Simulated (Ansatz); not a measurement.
# HfPbSO2 (built on the sites of a database entry of HfPbO3): the cell at rest

Aim: bring HfPbSO2 (built on the sites of a database entry of HfPbO3) to small forces and stress, as phonons need.

Main program and level: Ansatz 0.2.0; DFT PBEsol, scalar-relativistic, plane waves, PAW.

The structure was built from a prototype and need not be the compound's stable phase.

### 1. Starting point

It takes space group P4/mmm (No. 123, tetragonal). The conventional cell has a = 4.255 Å, b = 4.255 Å, c = 4.255 Å, α = 90.00°, β = 90.00°, γ = 90.00°. Hf has 4 O at 2.13 Å and 2 S at 2.13 Å nearest. Nearest to Pb lie 4 S at 3.01 Å and 8 O at 3.01 Å. S has 2 Hf at 2.13 Å and 4 Pb at 3.01 Å nearest. O has 2 Hf at 2.13 Å nearest. Farther neighbours and most contacts between anions are not listed.

Coordinates:

```cif
data_structure
_symmetry_space_group_name_H-M 'P4/mmm'
_symmetry_Int_Tables_number 123
_cell_length_a 4.2554
_cell_length_b 4.2554
_cell_length_c 4.2554
_cell_angle_alpha 90.000
_cell_angle_beta 90.000
_cell_angle_gamma 90.000
_cell_volume 77.06
loop_
_atom_site_label
_atom_site_type_symbol
_atom_site_symmetry_multiplicity
_atom_site_Wyckoff_symbol
_atom_site_fract_x
_atom_site_fract_y
_atom_site_fract_z
_atom_site_occupancy
Hf1 Hf 1 d 0.50000 0.50000 0.50000 1
Pb1 Pb 1 a 0.00000 0.00000 0.00000 1
S1 S 1 c 0.50000 0.50000 0.00000 1
O1 O 2 e 0.00000 0.50000 0.50000 1
```

### 2. Probe on a coarse mesh

First a cheap look: the gap decides the mesh and the occupations, the pressure tells how far the cell has to move.

Input file input.yaml:

```yaml
crystal:
  lattice:
    - [4.25543, 0.0, 0.0]
    - [0.0, 4.25543, 0.0]
    - [0.0, 0.0, 4.25543]
  atoms:
    - { symbol: Hf, position: [0.5, 0.5, 0.5] }
    - { symbol: Pb, position: [0.0, 0.0, 0.0] }
    - { symbol: S, position: [0.0, 0.5, 0.5] }
    - { symbol: O, position: [0.5, 0.0, 0.5] }
    - { symbol: O, position: [0.5, 0.5, 0.0] }
kpoints:
  mp_grid: { grid: [4, 4, 4] }
hamiltonian:
  xc: pbesol
scf:
  occupations: { method: gaussian, width: 0.1 }
output:
  forces: true
  stress: true
  eigenvalues: true
```

The run is started by

```sh
ansatz run input.yaml --threads 8 --pin off --max-ram 14336MiB --backend cpu --events-out ev --progress --plain --runs-dir out
```

Numbers of over 12 decimals in the logs are rounded to 6 here.

Output:

```text
Engine: ansatz 0.2.0, x86_64-unknown-linux-gnu
Pseudopotentials: kind: paw
Pseudopotential: Hf, paw, valence charge 26, recommended cutoff 420 eV (normal), Hf.paw.azcp
Pseudopotential: Pb, paw, valence charge 14, recommended cutoff 420 eV (normal), Pb.paw.azcp
Pseudopotential: S, paw, valence charge 6, recommended cutoff 420 eV (normal), S.paw.azcp
[...]
k-point 0: bands = [... 25 lower, 10.8767, 11.2729, 11.2729, 12.8449, 13.8439, 13.8439, 15.4121, 17.6268, ... 2 higher]
  k-point 1: bands = [... 25 lower, 10.6966, 10.7088, 11.3442, 12.5560, 13.8614, 15.0616, 15.5015, 15.8888, ... 2 higher]
  k-point 2: bands = [... 25 lower, 10.5349, 11.4880, 11.9050, 12.4981, 13.5692, 13.8792, 15.4536, 15.7766, ... 2 higher]
  k-point 17: bands = [... 25 lower, 8.0773, 11.6604, 12.1088, 12.1088, 16.8848, 17.0667, 17.0667, 19.0296, ... 2 higher]
[key lines of the parts left out:]
SCF converged after 7 iterations
Free energy (F): -29361.630412 eV
Fermi energy:    13.202420 eV
P = ⅓ Tr σ = 20.5626 GPa (205.626 kbar)
```

Elapsed: 5.6 s, on 8 threads of AMD EPYC 9R45, shared host; peak memory 0.62 GiB.

A gap read on the k-mesh alone can miss the band edges.

Numbers from this step:

```yaml
pressure: 20.56 GPa
volume_per_atom: 15.41 Å³
gap_on_the_k_mesh: 0.7244 eV
direct_gap_on_mesh: 0.9990 eV
```

The coarse mesh shows a gap of 0.72 eV and a pressure of 20.6 GPa.

### 3. Coarse relaxation

The start is far from rest, so a relaxation with loose tolerances brings it close first.

input.yaml: that of step 2 with these lines changed.

```diff
@@ -12,3 +12,3 @@
 kpoints:
-  mp_grid: { grid: [4, 4, 4] }
+  mp_grid: { grid: [6, 6, 6] }
 hamiltonian:
@@ -21 +21,6 @@
   eigenvalues: true
+relax:
+  adjacent_minimum: "off"
+  f_tol: 0.05
+  max_steps: 80
+  cell: { stress_tol: 0.5 }
```

Output:

```text
[...]
Crystal: 5 atoms, lattice volume = 77.060 Å³
Basis set: ecut = 420 eV, 1503 PW (Γ), exchange–correlation on 60×60×60 points (8 copies of the dense FFT grid, shifted against one another)
Bands: 35, of which v1, the nominal top of the filled ones, is band 29 counted from 1 (28 counted from 0)
Symmetry: 16 space group operations
[...]
k-points: 40 of 216
[...]
F+E_penalty+E_count = -29364.43061659 eV   max|allowed force component| = 1.313e-29 eV/Å   (the final SCF, on the basis selected at the relaxed cell)
  cell:  # Å, volume = 85.7692 Å³
    - [5.109709, 0, 0.0]
    - [0, 4.097017, 0]
    - [0.0, 0, 4.097017]
  atoms:
    - { symbol: Hf, position: [0.5, 0.5, 0.5] }
    - { symbol: Pb, position: [0, 0, 0.0] }
    - { symbol: S, position: [0, 0.5, 0.5] }
    - { symbol: O, position: [0.5, 0, 0.5] }
    - { symbol: O, position: [0.5, 0.5, 0.0] }
[key lines of the parts left out:]
SCF converged after 5 iterations
Free energy (F): -29364.430617 eV
Fermi energy:    11.333421 eV
P = ⅓ Tr σ = 0.0001 GPa (0.001 kbar)
```

Run time: 4.2 s. Hardware: 8 threads; peak memory 0.73 GiB.

Relaxation path:

| step | energy less that of the first step (eV) | largest force component (eV/Å) | pressure (GPa) | volume (Å³) |
| --- | --- | --- | --- | --- |
| 1 | 0.0000 | 0.0000 | 20.23 | 77.06 |
| 2 | -1.3530 | 0.0000 | 9.54 | 80.08 |
| 3 | -2.2046 | 0.0000 | 6.64 | 80.54 |
| 4 | -2.5448 | 0.0000 | -0.09 | 84.03 |
| 5 | -2.6175 | 0.0000 | -0.23 | 84.54 |
| 6 | -2.6183 | 0.0000 | 0.03 | 84.36 |
| 7* | -2.7367 | 0.0000 | 1.51 | 84.36 |
| 8 | -2.7505 | 0.0000 | 0.35 | 85.43 |
| 9 | -2.7506 | 0.0000 | -0.01 | 85.77 |
| 10* | -2.7540 | 0.0000 | 0.00 | 85.77 |

Relaxation steps marked * repeat the geometry before them on a plane-wave basis chosen anew for their cell, so energy and pressure can jump there.

The run keeps the 16 symmetry operations that it works with, so distortions that break them were not tested.

| cell as run | before | after | change |
| --- | --- | --- | --- |
| a (Å) | 4.255 | 5.110 | +20.1 % |
| b (Å) | 4.255 | 4.097 | -3.7 % |
| c (Å) | 4.255 | 4.097 | -3.7 % |
| volume (Å³/atom) | 15.41 | 17.15 | +11.3 % |

The relaxed structure:

```cif
data_structure
_symmetry_space_group_name_H-M 'P 1'
_symmetry_Int_Tables_number 1
_cell_length_a 5.1097
_cell_length_b 4.0970
_cell_length_c 4.0970
_cell_angle_alpha 90.000
_cell_angle_beta 90.000
_cell_angle_gamma 90.000
_cell_volume 85.77
loop_
_atom_site_label
_atom_site_type_symbol
_atom_site_fract_x
_atom_site_fract_y
_atom_site_fract_z
_atom_site_occupancy
Hf1 Hf 0.50000 0.50000 0.50000 1
Pb2 Pb 0.00000 0.00000 0.00000 1
S3 S 0.00000 0.50000 0.50000 1
O4 O 0.50000 0.00000 0.50000 1
O5 O 0.50000 0.50000 0.00000 1
```

Numbers from this step:

- pressure: 8.29e-5 GPa
- gap on the k-mesh: 1.334 eV
- volume per atom: 17.15 Å³
- direct gap on mesh: 1.382 eV

In this step the volume went from 15.41 to 17.15 Å³/atom.

### 4. Relaxation

Harmonic phonons are second derivatives at a point where the forces vanish, and they are wanted at zero stress, so atoms and cell are relaxed first.

input.yaml: that of step 3 with these lines changed.

```diff
@@ -2,5 +2,5 @@
   lattice:
-    - [4.25543, 0.0, 0.0]
-    - [0.0, 4.25543, 0.0]
-    - [0.0, 0.0, 4.25543]
+    - [5.1097085478, 0.0, 0.0]
+    - [0.0, 4.0970167225, 0.0]
+    - [0.0, 0.0, 4.0970167225]
   atoms:
@@ -16,3 +16,3 @@
 scf:
-  occupations: { method: gaussian, width: 0.1 }
+  occupations: { method: gaussian, width: 0.02 }
 output:
@@ -23,4 +23,4 @@
   adjacent_minimum: "off"
-  f_tol: 0.05
+  f_tol: 0.005
   max_steps: 80
-  cell: { stress_tol: 0.5 }
+  cell: { stress_tol: 0.05 }
```

Output:

```text
[...]
Crystal: 5 atoms, lattice volume = 85.769 Å³
Basis set: ecut = 420 eV, 1673 PW (Γ), exchange–correlation on 72×60×60 points (8 copies of the dense FFT grid, shifted against one another)
Bands: 35, of which v1, the nominal top of the filled ones, is band 29 counted from 1 (28 counted from 0)
[... 1 set-up line as in the run before ...]
[...]
k-points: 40 of 216
[...]
SCF iter   1: F=—  HF=-29364.463195 eV  |F-HF|=—  |Δ(HF+E_count)|=         —  Δρ=1.18e-2  dr2=1.18e-1  ethr=1.77e-3  ⟨swp⟩=6.8  Hψ=5715  notcnv=0
[...]
SCF iter   8: F=-29364.430617 eV  HF=-29364.430617 eV  |F-HF|=2.52e-8  |Δ(HF+E_count)|=   3.06e-7  Δρ=5.26e-6  dr2=2.86e-8  ethr=1.72e-10  ⟨swp⟩=8.2  Hψ=6901  notcnv=0
SCF 1 converged in 8 iterations: F = -29364.430617 eV  dr2 = 2.86e-8
[...]
relax step   1: F+E_penalty+E_count = -29364.43061659 eV  Δ(F+E_penalty+E_count) = +0.000e0 eV  max|allowed force component| = 2.414e-29 eV/Å  Δτ_max = 0.0000 Å  P = +0.000 GPa  Ω = 85.769 Å³  (8 SCF iters, dr2 threshold 1.00e-7 eV, accepted)
Crystal: 5 atoms, lattice volume = 85.794 Å³
[...]
SCF iter   4: F=-29364.430584 eV  HF=-29364.430584 eV  |F-HF|=4.48e-9  |Δ(HF+E_count)|=   1.76e-7  Δρ=4.22e-6  dr2=1.69e-8  ethr=2.91e-11  ⟨swp⟩=3.8  Hψ=6323  notcnv=0
SCF 2 converged in 4 iterations: F = -29364.430584 eV  dr2 = 1.69e-8
relax step   2: F+E_penalty+E_count = -29364.43058420 eV  Δ(F+E_penalty+E_count) = +3.238e-5 eV  max|allowed force component| = 7.920e-29 eV/Å  Δτ_max = 0.0000 Å  P = -0.009 GPa  Ω = 85.794 Å³  energy of the carried Pulay correction = -4.521e-5 eV  (4 SCF iters, dr2 threshold 1.69e-8 eV, accepted)
[...]
SCF iter   1: F=—  HF=-29364.430619 eV  |F-HF|=—  |Δ(HF+E_count)|=         —  Δρ=7.13e-6  dr2=2.30e-8  ethr=1.08e-7  ⟨swp⟩=3.4  Hψ=9687  notcnv=0
eigensolver tolerance schedule: the retry pair's looser diagonalisation over-reported the residual by 2717.97 of it (diagonalisation noise at 0.10 of the residual, at the tolerance the schedule requests for it); recorded, not acted on — ethr = c·dr2/N_el stays at c = 1.0e-1
[...]
SCF iter   2: F=—  HF=-29364.430643 eV  |F-HF|=—  |Δ(HF+E_count)|=   2.46e-5  Δρ=3.53e-6  dr2=7.94e-9  ethr=3.97e-11  ⟨swp⟩=3.0  Hψ=3583  notcnv=0
[...]
SCF iter   6: F=-29364.430643 eV  HF=-29364.430643 eV  |F-HF|=0.00e0  |Δ(HF+E_count)|=  6.55e-11  Δρ=3.91e-8  dr2=2.15e-12  ethr=1.00e-12  ⟨swp⟩=4.0  Hψ=4939  notcnv=0
SCF 3 converged in 6 iterations: F = -29364.430643 eV  dr2 = 2.15e-12
relax step   3: F+E_penalty+E_count = -29364.43064331 eV  Δ(F+E_penalty+E_count) = -5.910e-5 eV  max|allowed force component| = 2.139e-28 eV/Å  Δτ_max = 0.0000 Å  P = -0.008 GPa  Ω = 85.794 Å³  stress off target by 1.14e-2 GPa  SCF on the basis re-selected at this cell (its energy is not comparable with the rows above)  (6 SCF iters)
[...]
SCF converged after 6 iterations
Free energy (F): -29364.430643 eV
[...]
Internal energy: -29364.430643 eV  (E = F + TS)
E sigma→0 (E₀):  -29364.430643 eV
Fermi energy:    11.329957 eV
[...]
--- Stress (GPa, compression-positive) ---
       -0.011415       0.000000       0.000000
        0.000000      -0.005988      -0.000000
        0.000000      -0.000000      -0.005988
  P = ⅓ Tr σ = -0.0078 GPa (-0.078 kbar)
--- Band table (eV; the first three rows and the last of 40) ---
  k-point 0: bands = [... 25 lower, 9.1743, 9.8775, 9.9122, 9.9122, 13.0176, 13.0176, 14.2469, 14.3101, ... 2 higher]
  k-point 1: bands = [... 25 lower, 9.0337, 9.4487, 9.7015, 9.7390, 13.0460, 13.5239, 14.2425, 14.7845, ... 2 higher]
  k-point 2: bands = [... 25 lower, 9.1156, 9.6061, 9.6607, 9.7048, 13.1045, 13.1884, 13.6355, 14.1267, ... 2 higher]
  k-point 39: bands = [... 25 lower, 6.6751, 9.2286, 9.2286, 10.5204, 14.3170, 16.2777, 16.2777, 16.7131, ... 2 higher]
--- Relaxed structure (2 steps of the walk, 2 accepted, 1 SCFs on fresh bases) ---
[...]
cell:  # Å, volume = 85.7937 Å³
    - [5.112429, 0, 0.0]
    - [0, 4.096510, 0.0]
    - [0.0, 0.0, 4.096510]
  atoms:
    - { symbol: Hf, position: [0.500000, 0.5, 0.5] }
    - { symbol: Pb, position: [0, 0, 0.0] }
    - { symbol: S, position: [0, 0.5, 0.5] }
    - { symbol: O, position: [0.500000, 0, 0.5] }
    - { symbol: O, position: [0.500000, 0.5, 0.0] }
```

Elapsed: 1.3 s, on 8 threads; peak memory 0.72 GiB.

Little changed from the start: no atom moved by 0.005 Å and no cell edge by 0.1 %.

This step gave:

```yaml
pressure: -0.007797 GPa
volume_per_atom: 17.16 Å³
direct_gap_on_mesh: 1.381 eV
```

In this step the volume went from 17.15 to 17.16 Å³/atom.

### 5. Relaxing to small forces for the phonons, k-mesh 6×8×8

Phonons need a cell at rest on their own settings, so the relaxation is repeated with tight tolerances on forces and stress on the k mesh and occupations of the first response run.

Input file input.yaml:

```yaml
crystal:
  lattice:
    - [5.1124293083, 0.0, 0.0]
    - [0.0, 4.0965103047, 0.0]
    - [0.0, 0.0, 4.0965103047]
  atoms:
    - { symbol: Hf, position: [0.5, 0.5, 0.5] }
    - { symbol: Pb, position: [0.0, 0.0, 0.0] }
    - { symbol: S, position: [0.0, 0.5, 0.5] }
    - { symbol: O, position: [0.5, 0.0, 0.5] }
    - { symbol: O, position: [0.5, 0.5, 0.0] }
kpoints:
  mp_grid: { grid: [6, 8, 8] }
hamiltonian:
  xc: pbesol
scf:
  occupations: { method: fixed }
output:
  forces: true
  stress: true
  eigenvalues: true
  write_density: true
  write_potential: true
  elf: true
  volumetric_format: npy
relax:
  adjacent_minimum: "off"
  f_tol: 0.001
  max_steps: 60
  cell: { stress_tol: 0.01 }
```

Output:

```text
[...]
Crystal: 5 atoms, lattice volume = 85.794 Å³
Basis set: ecut = 420 eV, 1673 PW (Γ), exchange–correlation on 72×60×60 points (8 copies of the dense FFT grid, shifted against one another)
Bands: 35, of which v1, the nominal top of the filled ones, is band 29 counted from 1 (28 counted from 0)
[... 1 set-up line as in the run before ...]
[...]
k-points: 60 of 384
[...]
--- Relaxed structure (3 steps of the walk, 3 accepted, 1 SCFs on fresh bases) ---
[...]
cell:  # Å, volume = 85.7755 Å³
    - [5.112178, 0, 0.0]
    - [0, 4.096177, 0]
    - [0.0, 0, 4.096177]
  atoms:
    - { symbol: Hf, position: [0.5, 0.500000, 0.500000] }
    - { symbol: Pb, position: [0, 0, 0.0] }
    - { symbol: S, position: [0, 0.500000, 0.500000] }
    - { symbol: O, position: [0.5, 0, 0.500000] }
    - { symbol: O, position: [0.5, 0.500000, 0.0] }
[key lines of the parts left out:]
SCF converged after 6 iterations
Free energy (F): -29364.433056 eV
Fermi energy:    10.665775 eV
P = ⅓ Tr σ = -0.0006 GPa (-0.006 kbar)
```

It took 2.2 s on 8 threads; peak memory 0.75 GiB; 14 s of CPU time.

Little changed from the start: no atom moved by 0.005 Å and no cell edge by 0.1 %.

Numbers from this step:

```
pressure          : -5.83e-4 GPa
gap on the k-mesh : 1.335 eV
```

ELF in the ac plane at fractional y = 0.500, with atoms of Hf and S and O within 0.2 Å of it. It is the smooth field of the valence electrons, not physical close to the nuclei.

Ten even steps from '0' (0.04) to '9' (0.85), each cell a mean:
```
00015987973000
43102688751024
98620123211378
89941378621799
27952799952895
06963899953893
69951699832897
99730144311589
76311355421257
21004899972001
00015974883000
```
Columns run along a (5.1 Å), rows up along c (4.1 Å). Atoms in or near the plane, at fractional coordinates: Hf at (0.50, 0.50), S at (0.00, 0.50), O at (0.50, 0.00).

Electrostatic potential energy in the ac plane at fractional y = 0.500, with atoms of Hf and S and O within 0.2 Å of it. With pseudopotentials it is smooth inside the atoms' cores, unlike the true potential.

Values in eV, 11 rows by 14 columns, each cell a mean:
```
 14  14  15  15  15   2 -25 -29 -14  11  15  15  14  14
 13  14  14  15  14  11   0  -5   6  13  14  15  14  13
  6   9  12  13  11   6   0  -2   3   8  12  13  11   8
-19  -8   6  10   4  -9 -22 -24 -17  -2   8   9   1 -15
-23 -24  -3   7  -2 -22 -29 -27 -28 -13   4   5 -14 -26
-18 -26  -6   6  -3 -25 -27 -24 -29 -15   3   4 -18 -24
-25 -18   2   8   1 -16 -28 -28 -24  -8   6   7  -7 -24
 -4   3  10  11   8   0 -10 -13  -6   4  10  11   8  -1
 11  12  14  14  13  10   5   3   8  11  13  14  13  12
 14  14  15  15  15   8 -14 -21  -4  13  15  15  14  14
 14  14  15  15  15  -2 -29 -30 -20  10  15  15  14  14
```
Columns run along a (5.1 Å; values clipped at the 3rd and 97th percentile), rows up along c (4.1 Å). Atoms in or near the plane, at fractional coordinates: Hf at (0.50, 0.50), S at (0.00, 0.50), O at (0.50, 0.00).

Valence density in the ac plane at fractional y = 0.500, with atoms of Hf and S and O within 0.2 Å of it. It is the smooth field of the valence electrons, not physical close to the nuclei.

Ten steps, logarithmic in the rise over the least value, from '_' (0 e/Å³) to '@' (28 e/Å³), each cell a mean:
```
________..--++**==::________
__________::--==--..________
::....____..::--::..____....
--::::....--****++::....::--
::--::..::**%%@@##==..::----
..--::..::**@@@@%%==..::--::
----::..::++##%%**--....::--
::::..____::====--..__....::
....______..::--::..______..
________..::==++==..________
________..--****++::________
```
Columns run along a (5.1 Å), rows up along c (4.1 Å). Atoms in or near the plane, at fractional coordinates: Hf at (0.50, 0.50), S at (0.00, 0.50), O at (0.50, 0.00).

The forces vanish by symmetry and the pressure is -0.001 GPa, within the tolerances set. The cell now holds 17.16 Å³/atom.

### 6. Relaxing to small forces for the phonons, k-mesh 10×12×12

The k mesh is raised to 10×12×12 since a zone-centre run on the first mesh warned that it was too coarse for the force constants, and the cell is relaxed again on it.

input.yaml, the sections that differ from step 5:

```yaml
crystal:
  lattice:
    - [5.112178333, 0.0, 0.0]
    - [0.0, 4.0961771875, 0.0]
    - [0.0, 0.0, 4.0961771875]
  atoms:
    - { symbol: Hf, position: [0.5, 0.5, 0.5] }
    - { symbol: Pb, position: [0.0, 0.0, 0.0] }
    - { symbol: S, position: [0.0, 0.5, 0.5] }
    - { symbol: O, position: [0.5, 0.0, 0.5] }
    - { symbol: O, position: [0.5, 0.5, 0.0] }
kpoints:
  mp_grid: { grid: [10, 12, 12] }
output:
  forces: true
  stress: true
  eigenvalues: true
# hamiltonian, scf, relax: as in step 5
```

Output:

```text
[...]
Crystal: 5 atoms, lattice volume = 85.776 Å³
Basis set: ecut = 420 eV, 1673 PW (Γ), exchange–correlation on 72×60×60 points (8 copies of the dense FFT grid, shifted against one another)
Bands: 35, of which v1, the nominal top of the filled ones, is band 29 counted from 1 (28 counted from 0)
[... 1 set-up line as in the run before ...]
[...]
k-points: 168 of 1440
[...]
--- Relaxed structure (1 steps of the walk, 1 accepted, 1 SCFs on fresh bases) ---
[...]
cell:  # Å, volume = 85.7755 Å³
    - [5.112178333, 0.0, 0.0]
    - [0.0, 4.0961771875, 0.0]
    - [0.0, 0.0, 4.0961771875]
  atoms:
    - { symbol: Hf, position: [0.5, 0.500000, 0.500000] }
    - { symbol: Pb, position: [0.0, 0.0, 0.0] }
    - { symbol: S, position: [0.0, 0.500000, 0.500000] }
    - { symbol: O, position: [0.5, 0.0, 0.500000] }
    - { symbol: O, position: [0.5, 0.500000, 0.0] }
[key lines of the parts left out:]
SCF converged after 7 iterations
Free energy (F): -29364.433566 eV
Fermi energy:    10.665416 eV
P = ⅓ Tr σ = -0.0063 GPa (-0.063 kbar)
```

It took 2.7 s on 8 threads; peak memory 0.93 GiB; 19 s of CPU time.

Little changed from the start: no atom moved by 0.005 Å and no cell edge by 0.1 %.

Numbers from this step:

```
pressure : -0.006286 GPa
```

The forces vanish by symmetry and the pressure is -0.006 GPa, within the tolerances set. The cell now holds 17.16 Å³/atom.

### 7. What came out

| Quantity | Value |
| --- | --- |
| space group after relaxation (within 0.01 Å) | P4/mmm |
| lattice constant a | 4.096 Å |
| lattice constant b | 4.096 Å |
| lattice constant c | 5.112 Å |
| volume per atom | 17.2 Å³ |
| gap on the k-mesh | 1.33 eV |

In words: The forces vanish by symmetry and the pressure is -0.006 GPa, within the tolerances set. The cell now holds 17.16 Å³/atom. The relaxation keeps the symmetry of its start, so it says nothing on stability against lower symmetry. Spin-orbit coupling is left out, which can matter for the heavy elements here. The starting cell was built on a prototype and not taken from a measurement, so the phase need not exist.

[Logs are printed without paths, hosts, clocks, repeated set-up lines and the standing remarks that a program may print on its own settings, such as how far it seeks lower states.]

[Hosts, paths, dates, database ids (printed as entryN), source tags and the programs' standing remarks are cut or masked in the printed files.]
